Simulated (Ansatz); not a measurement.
Consider Y2Ti2O7 (Fd-3m).

```cif
data_structure
_symmetry_space_group_name_H-M 'P 1'
_symmetry_Int_Tables_number 1
_cell_length_a 7.1408
_cell_length_b 7.1408
_cell_length_c 7.1408
_cell_angle_alpha 60.000
_cell_angle_beta 60.000
_cell_angle_gamma 60.000
_cell_volume 257.47
loop_
_atom_site_label
_atom_site_type_symbol
_atom_site_fract_x
_atom_site_fract_y
_atom_site_fract_z
_atom_site_occupancy
Y1 Y 0.12500 0.12500 0.12500 1
Y2 Y 0.62500 0.12500 0.12500 1
Y3 Y 0.12500 0.12500 0.62500 1
Y4 Y 0.12500 0.62500 0.12500 1
Ti5 Ti 0.62500 0.62500 0.62500 1
Ti6 Ti 0.12500 0.62500 0.62500 1
Ti7 Ti 0.62500 0.62500 0.12500 1
Ti8 Ti 0.62500 0.12500 0.62500 1
O9 O 0.54539 0.95461 0.95461 1
O10 O 0.70461 0.29539 0.70461 1
O11 O 0.95461 0.54539 0.54539 1
O12 O 0.29539 0.70461 0.29539 1
O13 O 0.95461 0.54539 0.95461 1
O14 O 0.70461 0.70461 0.29539 1
O15 O 0.54539 0.95461 0.54539 1
O16 O 0.29539 0.29539 0.70461 1
O17 O 0.70461 0.29539 0.29539 1
O18 O 0.95461 0.95461 0.54539 1
O19 O 0.29539 0.70461 0.70461 1
O20 O 0.54539 0.54539 0.95461 1
O21 O 0.00000 0.00000 0.00000 1
O22 O 0.25000 0.25000 0.25000 1
```

Geometry: measured cell, ions relaxed with r2SCAN. The runs that relaxed it are not among those shown.

Gaps computed with Ansatz 0.2.0 without a self-energy: r2SCAN 3.28 eV.

Question: Estimate the G0W0@r2SCAN gap with 4×4×4 mesh, 5213 empty bands, screening to 430 eV, hard PAW files.

About 4.72 eV: on its mesh the run moves the gap from 3.28 eV by +1.44 eV. Bands and cutoff are finite, so the gap stands short of the basis limit, usually by up to a few tenths of an eV; the mesh is an error of its own. The many-body steps are scalar-relativistic: spin-orbit coupling is not in them.

[Long decimals in the printed logs are rounded to 6 places.]

[Logs are printed without paths, hosts, clocks, repeated set-up lines and the standing remarks that a program may print on its own settings, such as how far it seeks lower states.]

[Paths, hosts, dates, memory and timing lines, banners, echoed tables and standing remarks are left out of the program output; an Ansatz launch command may be rebuilt from the run's recorded settings. Measured values are a selection of at most five: reports struck by readers or far from the other reports are left out. None is set beside runs whose start may be inverted or whose files or cutoffs have a known fault.]

[Runs of the session that timed out or met a known fault of the program may be left out.]

[Cells called generated may have been cut or substituted from an entry of the Crystallography Open Database or the Materials Project.]

[Hosts, paths, dates, database ids (printed as entryN), source tags and the programs' standing remarks are cut or masked in the printed files.]

[Where the starting crystal was built by hand or by swapping elements, it need not be the compound's stable phase.]
